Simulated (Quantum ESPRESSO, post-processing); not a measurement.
# 1T-SnO2, 1 layer: solver and mixing choices, part 4 of 4

Which eigensolver and mixing suits 1T-SnO2, 1 layer? The physics should not care; the clock does.

Quantum ESPRESSO 7.5; plane-wave DFT, PBE, GBRV ultrasoft pseudopotentials.

So far. Step 10 (Self-consistent run: ppcg, local-TF mixing, beta 0.4 …): The message: “iosys (1): PPCG diagonalization not supported anymore (Dec. 2024)”. This release no longer has that solver; david, paro or rmm-davidson serve. Step 11 (Ground state: paro, local-TF mixing, beta 0.4, history …): Counted from each run's own zero (the valence top), the vacuum level differs from the first run's by +1 meV.

### Step 12. Ground state: rmm-davidson, local-TF mixing, beta 0.4, history 8

File c10.in:

```
&control
  prefix = 'c10'
  outdir = './out'
  pseudo_dir = './pseudo'
  calculation = 'scf'
  tprnfor = .true.
/
&system
  ibrav = 0
  nat = 3
  ntyp = 2
  ecutwfc = 40
  ecutrho = 200
  occupations = 'smearing'
  smearing = 'fd'
  degauss = 0.004
  assume_isolated = 'esm'
  esm_bc = 'bc1'
/
&electrons
  conv_thr = 1e-07
  mixing_beta = 0.4
  electron_maxstep = 80
  mixing_mode = 'local-TF'
  diagonalization = 'rmm-davidson'
  mixing_ndim = 8
/
ATOMIC_SPECIES
  O   15.9990  o_pbe_v1.2.uspp.F.UPF
  Sn  118.7100  sn_pbe_v1.4.uspp.F.UPF
CELL_PARAMETERS angstrom
  3.22000000000000 0.00000000000000 0.00000000000000
  -1.61000000000000 2.78860180018589 0.00000000000000
  0.00000000000000 0.00000000000000 18.78885438199983
ATOMIC_POSITIONS crystal
  O   0.666666666667 0.333333333333 -0.047604136624
  Sn  0.000000000000 0.000000000000 0.000000000000
  O   0.333333333333 0.666666666667 0.047604136624
K_POINTS automatic
  12 12 1 0 0 0
```

Launch:

```console
> OMP_NUM_THREADS=1 mpirun -n 4 pw.x -nk 4 -in c10.in > c10.out
```

Output:

```text
[banner, memory and clock lines left out]
Program PWSCF v.7.5 starts
[...]
Message from routine setup:
[...]
number of electrons       =        26.00
     number of Kohn-Sham states=           17
     kinetic-energy cutoff     =      40.0000  Ry
     charge density cutoff     =     200.0000  Ry
[...]
number of k points=    19  Fermi-Dirac smearing, width (Ry)=  0.0040
[...]
Dense  grid:    54417 G-vectors     FFT dimensions: (  27,  27, 160)
[...]
negative rho (up, down):  2.758E-04 0.000E+00
     Starting wfcs are   17 randomized atomic wfcs
[...]
negative rho (up, down):  1.029E-03 0.000E+00
[...]
estimated scf accuracy    <       0.90941264 Ry
[...]
negative rho (up, down):  9.110E-03 0.000E+00
[...]
estimated scf accuracy    <       0.41099320 Ry
[...]
negative rho (up, down):  1.054E-02 0.000E+00
[...]
estimated scf accuracy    <       0.10449017 Ry
[...]
negative rho (up, down):  7.739E-03 0.000E+00
[...]
estimated scf accuracy    <       0.09087632 Ry
[...]
negative rho (up, down):  3.746E-02 0.000E+00
[...]
estimated scf accuracy    <       0.10622751 Ry
[...]
negative rho (up, down):  4.062E-02 0.000E+00
[...]
estimated scf accuracy    <       0.12307883 Ry
[...]
negative rho (up, down):  3.361E-02 0.000E+00
[...]
estimated scf accuracy    <       0.05879715 Ry
[...]
negative rho (up, down):  1.772E-02 0.000E+00
[...]
estimated scf accuracy    <       0.00792667 Ry
[...]
negative rho (up, down):  1.693E-02 0.000E+00
[...]
estimated scf accuracy    <       0.06613720 Ry
[...]
negative rho (up, down):  1.819E-02 0.000E+00
[...]
estimated scf accuracy    <       0.06148485 Ry
[...]
negative rho (up, down):  1.367E-02 0.000E+00
[...]
estimated scf accuracy    <       0.00389510 Ry
[...]
negative rho (up, down):  9.655E-03 0.000E+00
[...]
estimated scf accuracy    <       0.00614250 Ry
[...]
negative rho (up, down):  6.071E-03 0.000E+00
[...]
estimated scf accuracy    <       0.01783668 Ry
[...]
negative rho (up, down):  3.010E-03 0.000E+00
[...]
estimated scf accuracy    <       0.00403272 Ry
[...]
negative rho (up, down):  1.754E-03 0.000E+00
[...]
estimated scf accuracy    <       0.00050710 Ry
[...]
negative rho (up, down):  6.620E-04 0.000E+00
[...]
estimated scf accuracy    <       0.00005821 Ry
[...]
negative rho (up, down):  2.967E-04 0.000E+00
[...]
estimated scf accuracy    <       0.00000516 Ry
[...]
negative rho (up, down):  2.960E-04 0.000E+00
[...]
estimated scf accuracy    <       0.00000438 Ry
[...]
negative rho (up, down):  2.864E-04 0.000E+00
[...]
estimated scf accuracy    <       0.00000049 Ry
[...]
negative rho (up, down):  2.828E-04 0.000E+00
[...]
estimated scf accuracy    <       0.00000020 Ry
[...]
negative rho (up, down):  2.823E-04 0.000E+00
[...]
the Fermi energy is    -6.1606 ev
!    total energy              =    -223.85254970 Ry
     estimated scf accuracy    <       0.00000006 Ry
     smearing contrib. (-TS)   =      -0.00000000 Ry
     internal energy E=F+TS    =    -223.85254970 Ry
[...]
one-electron contribution =     385.70572161 Ry
     hartree contribution      =    -188.41937161 Ry
     xc contribution           =     -57.94296937 Ry
     ewald contribution        =    -363.19593033 Ry
     convergence has been achieved in  21 iterations
     negative rho (up, down):  2.823E-04 0.000E+00
[...]
Total force =     0.096858     Total SCF correction =     0.000296
[...]
```

Run time: 25 s. Hardware: 4 MPI ranks of Arm Neoverse V1, shared host; peak memory 0.44 GiB; 98 s of CPU time.

This step gave:

```
Fermi energy                                                   : -6.161 eV
valence top, on the run's zero                                 : -7.866 eV
conduction bottom, on the run's zero                           : -5.093 eV
gap by band count                                              : 2.773 eV
vacuum line at the lower end of the cell, over the valence top : 7.866 eV
vacuum line at the upper end of the cell, over the valence top : 7.866 eV
```

The program's own clock; routines nest. Time by routine:

| routine | wall time (s) | calls |
| --- | --- | --- |
| PWSCF | 24.03 | 1 |
| electrons | 23.03 | 1 |
| c_bands | 12.97 | 21 |
| h_psi | 9.01 | 735 |
| fftw | 7.79 | 13721 |
| vloc_psi | 7.62 | 735 |
| crmmdiagg | 5.29 | 75 |
| mix_rho | 4.6 | 21 |
| sum_band | 3.06 | 21 |
| ffts | 2.53 | 2503 |
| wfcrot | 2.46 | 80 |
| newd | 1.39 | 22 |
| v_of_rho | 1.04 | 22 |
| calbec | 0.88 | 860 |

Counted from each run's own zero (the valence top), the vacuum level differs from the first run's by +0 meV.

### Step 13. The series side by side

All levels:

| level | vacuum level over the valence top (eV) | its change from the first (meV) | energy from the first (meV an atom) | SCF iterations | wall time (s) | peak memory (GiB) | CPU time (s) |
| --- | --- | --- | --- | --- | --- | --- | --- |
| david, local-TF mixing, beta 0.4, history 8 | 7.866 | 0 | 0 | 16 | 25.48 | 0.39 | 101.6 |
| david, plain mixing, beta 0.4, history 8 | 7.865 | -1.22 | -4.54e-5 | 16 | 20.09 | 0.53 | 80.07 |
| david, plain mixing, beta 0.7, history 8 | 7.865 | -0.3 | 9.07e-5 | 10 | 15.71 | 0.51 | 62.53 |
| david, TF mixing, beta 0.4, history 8 | 7.863 | -3.07 | 1.81e-4 | 28 | 34.64 | 0.52 | 138.2 |
| david, local-TF mixing, beta 0.7, history 8 | 7.865 | -0.75 | 4.54e-5 | 17 | 26.37 | 0.4 | 105.1 |
| david, local-TF mixing, beta 0.2, history 8 | 7.869 | 3.14 | 1.81e-4 | 28 | 38.46 | 0.43 | 153.5 |
| david, local-TF mixing, beta 0.4, history 4 | 7.874 | 7.9 | 3.17e-4 | 20 | 29.33 | 0.38 | 117 |
| cg, local-TF mixing, beta 0.4, history 8 | 7.867 | 0.87 | 9.07e-5 | 16 | 26.65 | 0.39 | 106.3 |
| paro, local-TF mixing, beta 0.4, history 8 | 7.867 | 0.87 | 0 | 13 | 55.81 | 0.39 | 222.9 |
| rmm-davidson, local-TF mixing, beta 0.4, history 8 | 7.866 | 0.33 | 4.54e-5 | 21 | 24.58 | 0.44 | 98.03 |

### Step 14. What came out

| Quantity | Value |
| --- | --- |
| fastest | david, plain mixing, beta 0.7, history 8: 16 s, 10 iterations |
| slowest that converged | paro, local-TF mixing, beta 0.4, history 8: 56 s, 13 iterations |
| fewest iterations | david, plain mixing, beta 0.7, history 8: 10 |
| largest change of the vacuum level | 8 meV |

What this shows: The fastest choice is david, plain mixing, beta 0.7, history 8: 16 s, 10 iterations. The converged runs took 10 to 28 iterations and agree within 11 meV in the vacuum level; counts also move with the parallel layout and the random start, so differences of a few iterations rank nothing. Refused or stopped by an error: ppcg, local-TF mixing, beta 0.4, history 8. The times come from a shared host and are rough. Peak memory is sampled during the run and can miss the peak. The geometry is as built, not relaxed.

[Logs are printed without paths, hosts, clocks, repeated set-up lines and the standing remarks that a program may print on its own settings, such as how far it seeks lower states.]

[Hosts, paths, dates, database ids (printed as entryN), source tags and the programs' standing remarks are cut or masked in the printed files.]

[Maps of the electrostatic potential energy from Ansatz leave out the sawtooth potential of an applied field or a dipole correction, so their vacuum need not be flat; planar profiles and work functions include it.]
